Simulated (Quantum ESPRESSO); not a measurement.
# LiF (Griceite): a mode Grüneisen parameter, worked out

By how much does an optical zone-centre mode of LiF (Griceite) shift under hydrostatic pressure?

Calculated with Quantum ESPRESSO 7.5; DFT LDA, scalar-relativistic, plane waves, PseudoDojo norm-conserving pseudopotentials.

**1. Set-up**

It takes space group Fm-3m (No. 225, cubic). Conventional cell: a = 3.905 Å, b = 3.905 Å, c = 3.905 Å, α = 90.00°, β = 90.00°, γ = 90.00°. Li has 6 F at 1.95 Å nearest. Nearest to F lie 6 Li at 1.95 Å. Farther neighbours and most contacts between anions are not listed.

This is the cell after its relaxation at this level of theory, not the database cell from which that began.

**2. Runs at several volumes**

The relaxed cell is scaled uniformly; in this structure symmetry fixes all atoms, so nothing has to be relaxed anew. Each volume gets a ground state and a response at Γ. The mode followed is the highest one without the macroscopic field, of symmetry T1u; longitudinal polar modes lie higher. Cutoff 92 Ry, k mesh 12×12×12.

From the response at V/V₀ = 0.97:

What it wrote:

```text
[banners, grids, parts of the stress and lines that vanish by symmetry left out]
Program PHONON v.7.5
     Reading xml data from directory:

[...]
Exchange-correlation= PW
                           (   1   4   0   0   0   0   0)
[...]
kinetic-energy cut-off    =      92.0000  Ry
     charge density cut-off    =     368.0000  Ry
     convergence threshold     =      1.0E-18
[...]
Exchange-correlation= PW
                           (   1   4   0   0   0   0   0)
[...]
q = (   0.0000000   0.0000000   0.0000000 )
     49 Sym.Ops. (with q -> -q+G )
     G cutoff =  248.6911  (  11575 G-vectors)     FFT grid: ( 32, 32, 32)
     number of k points=    72
[...]
Mode symmetry, O_h (m-3m)  point group:
[...]
Dielectric constant
[...]
End of electric fields calculation
          Dielectric constant in cartesian axis
          (       2.122873015       0.000000000      -0.000000000 )
          (       0.000000000       2.122873015       0.000000000 )
          (      -0.000000000       0.000000000       2.122873015 )
          Effective charges (d Force / dE) in cartesian axis without acoustic sum rule applied (asr)
           atom    1  Li    Mean Z*:        1.03848
      Ex  (        1.03848        0.00000        0.00000 )
      Ey  (        0.00000        1.03848       -0.00000 )
      Ez  (        0.00000       -0.00000        1.03848 )
           atom    2  F     Mean Z*:       -1.03845
      Ex  (       -1.03845       -0.00000       -0.00000 )
      Ey  (       -0.00000       -1.03845       -0.00000 )
      Ez  (        0.00000       -0.00000       -1.03845 )
          Effective charges Sum: Mean:        0.00003
[...]
Effective charges (d Force / dE) in cartesian axis with asr applied:
           atom    1  Li    Mean Z*:        1.03846
[...]
atom    2  F     Mean Z*:       -1.03846
[...]
Representation #   1 modes #   1   2   3
[...]
End of self-consistent calculation
     Convergence has been achieved
     Representation #   2 modes #   4   5   6
[...]
End of self-consistent calculation
     Convergence has been achieved
[...]
Dielectric constant in cartesian axis
          (       2.122873015       0.000000000      -0.000000000 )
          (       0.000000000       2.122873015       0.000000000 )
          (      -0.000000000       0.000000000       2.122873015 )
          Effective charges (d Force / dE) in cartesian axis without acoustic sum rule applied (asr)
           atom    1  Li    Mean Z*:        1.03848
      Ex  (        1.03848        0.00000        0.00000 )
      Ey  (        0.00000        1.03848       -0.00000 )
      Ez  (        0.00000       -0.00000        1.03848 )
           atom    2  F     Mean Z*:       -1.03845
      Ex  (       -1.03845       -0.00000       -0.00000 )
      Ey  (       -0.00000       -1.03845       -0.00000 )
      Ez  (        0.00000       -0.00000       -1.03845 )
          Effective charges Sum: Mean:        0.00003
[...]
Effective charges (d Force / dE) in cartesian axis with asr applied:
           atom    1  Li    Mean Z*:        1.03846
[...]
atom    2  F     Mean Z*:       -1.03846
[...]
q = (    0.000000000   0.000000000   0.000000000 )
[...]
freq (    1) =       0.059807 [THz] =       1.994933 [cm-1]
     freq (    2) =       0.059807 [THz] =       1.994933 [cm-1]
     freq (    3) =       0.059807 [THz] =       1.994933 [cm-1]
     freq (    4) =      11.098715 [THz] =     370.213293 [cm-1]
     freq (    5) =      11.098715 [THz] =     370.213293 [cm-1]
     freq (    6) =      11.098715 [THz] =     370.213293 [cm-1]
[...]
Mode symmetry, O_h (m-3m)  point group:
     freq (   1-   3) =          2.0  [cm-1]   --> T_1u G_15  G_4- I
     freq (   4-   6) =        370.2  [cm-1]   --> T_1u G_15  G_4- I

   JOB DONE.
```

One volume, V/V₀ = 1, is held back as a test.

| V/V₀ | volume (Å³/atom) | pressure (GPa) | ω (cm⁻¹) |
| --- | --- | --- | --- |
| 0.97 | 7.220 | 2.82 | 370.21 |
| 1 | 7.443 | -0.01 | held back |
| 1.03 | 7.666 | -2.43 | 316.50 |

**3. The fit**

The mode Grüneisen parameter is γ = −d ln ω / d ln V.

| ln(V/V₀) | ln ω |
| --- | --- |
| -0.0305 | 5.9141 |
| 0.0296 | 5.7573 |

A straight line through these points has the slope -2.612, so γ = 2.61; at V/V₀ = 1 it predicts ω = exp(5.8345 + 0.0000) = 341.90 cm⁻¹.

A parabola of pressure against ln V through V/V₀ = 0.97, 1 and 1.03 gives the bulk modulus B = −dP/d ln V = 87 GPa at V₀. With ω₀ from the fitted line the pressure coefficient follows as dω/dP = γ ω₀ / B = 2.61 × 341.9 / 87 = 10.2 cm⁻¹/GPa.

**4. The run that was held back**

What it wrote:

```text
[banners, grids, parts of the stress and lines that vanish by symmetry left out]
[banner, memory and clock lines left out]
Program PHONON v.7.5

[...]
Exchange-correlation= PW
                           (   1   4   0   0   0   0   0)
[...]
(   8 q-points):
[...]
kinetic-energy cut-off    =      92.0000  Ry
     charge density cut-off    =     368.0000  Ry
     convergence threshold     =      1.0E-18
[...]
Exchange-correlation= PW
                           (   1   4   0   0   0   0   0)
[...]
q = (   0.0000000   0.0000000   0.0000000 )
     49 Sym.Ops. (with q -> -q+G )
     G cutoff =  253.7927  (  12039 G-vectors)     FFT grid: ( 32, 32, 32)
     number of k points=    72
[...]
Mode symmetry, O_h (m-3m)  point group:
[...]
Dielectric constant
[...]
End of electric fields calculation
          Dielectric constant in cartesian axis
          (       2.113800294      -0.000000000      -0.000000000 )
          (      -0.000000000       2.113800294      -0.000000000 )
          (      -0.000000000      -0.000000000       2.113800294 )
          Effective charges (d Force / dE) in cartesian axis without acoustic sum rule applied (asr)
           atom    1  Li    Mean Z*:        1.04181
      Ex  (        1.04181       -0.00000        0.00000 )
      Ey  (        0.00000        1.04181       -0.00000 )
      Ez  (       -0.00000       -0.00000        1.04181 )
           atom    2  F     Mean Z*:       -1.04178
      Ex  (       -1.04178        0.00000       -0.00000 )
      Ey  (        0.00000       -1.04178        0.00000 )
[...]
Convergence has been achieved
[...]
Convergence has been achieved
[...]
Convergence has been achieved
[...]
q = (    0.000000000  -0.707106781   0.000000000 )
[...]
freq (    5) =      11.387978 [THz] =     379.862056 [cm-1]
     freq (    6) =      14.537834 [THz] =     484.929955 [cm-1]
[...]
Mode symmetry, D_4h(4/mmm) point group:
     freq (   1-   2) =        253.0  [cm-1]   --> E_u  X_5' M_5'
     freq (   3-   3) =        376.7  [cm-1]   --> A_2u X_4' M_4'
     freq (   4-   5) =        379.9  [cm-1]   --> E_u  X_5' M_5'
     freq (   6-   6) =        484.9  [cm-1]   --> A_2u X_4' M_4'
[...]
Mode symmetry, D_2d (-42m) point group:
[...]
Representation #   1 mode #   1
[...]
Convergence has been achieved
     Representation #   2 mode #   2
[...]
Convergence has been achieved
     Representation #   3 modes #   3   4
[...]
End of self-consistent calculation
     Convergence has been achieved
     Representation #   4 modes #   5   6
[...]
End of self-consistent calculation
     Convergence has been achieved
[...]
q = (   -0.353553391  -0.707106781   0.000000000 )
[...]
freq (    1) =       8.708387 [THz] =     290.480529 [cm-1]
     freq (    2) =      10.010874 [THz] =     333.926812 [cm-1]
     freq (    3) =      10.010874 [THz] =     333.926812 [cm-1]
     freq (    4) =      11.971539 [THz] =     399.327570 [cm-1]
     freq (    5) =      12.844448 [THz] =     428.444680 [cm-1]
     freq (    6) =      12.844448 [THz] =     428.444680 [cm-1]
[...]
Mode symmetry, D_2d (-42m) point group:
     freq (   1-   1) =        290.5  [cm-1]   --> A_1  X_1  W_1
     freq (   2-   3) =        333.9  [cm-1]   --> E    X_5  W_3
     freq (   4-   4) =        399.3  [cm-1]   --> B_2  X_3  W_2
     freq (   5-   6) =        428.4  [cm-1]   --> E    X_5  W_3
```

It gives 342.87 cm⁻¹ against the predicted 341.90 cm⁻¹, a miss of 1.0 cm⁻¹.

**5. What came out**

```yaml
mode_grueneisen_parameter: 2.612
bulk_modulus: 87.3 GPa
pressure_coefficient: 10.2 cm⁻¹/GPa
```

In words: The highest optical mode of LiF (Griceite) without the LO-TO term stiffens by 10.2 cm⁻¹ a GPa near the relaxed volume, with γ = 2.61. The power law meets all 3 runs within 0.29 %; between neighbouring volumes γ runs from 2.52 to 2.71. Such a coefficient turns a measured shift of this mode into a hydrostatic stress; uniaxial or biaxial stress splits the mode and needs deformation potentials. These are harmonic values at zero temperature for the structure held cubic, which a run at Γ can't show to be stable; the bulk modulus rests on three points.

[Host names and launcher messages were left out of these logs when they were recorded.]

[Logs are printed without paths, hosts, clocks, repeated set-up lines and the standing remarks that a program may print on its own settings, such as how far it seeks lower states.]

[Hosts, paths, dates, database ids (printed as entryN), source tags and the programs' standing remarks are cut or masked in the printed files.]
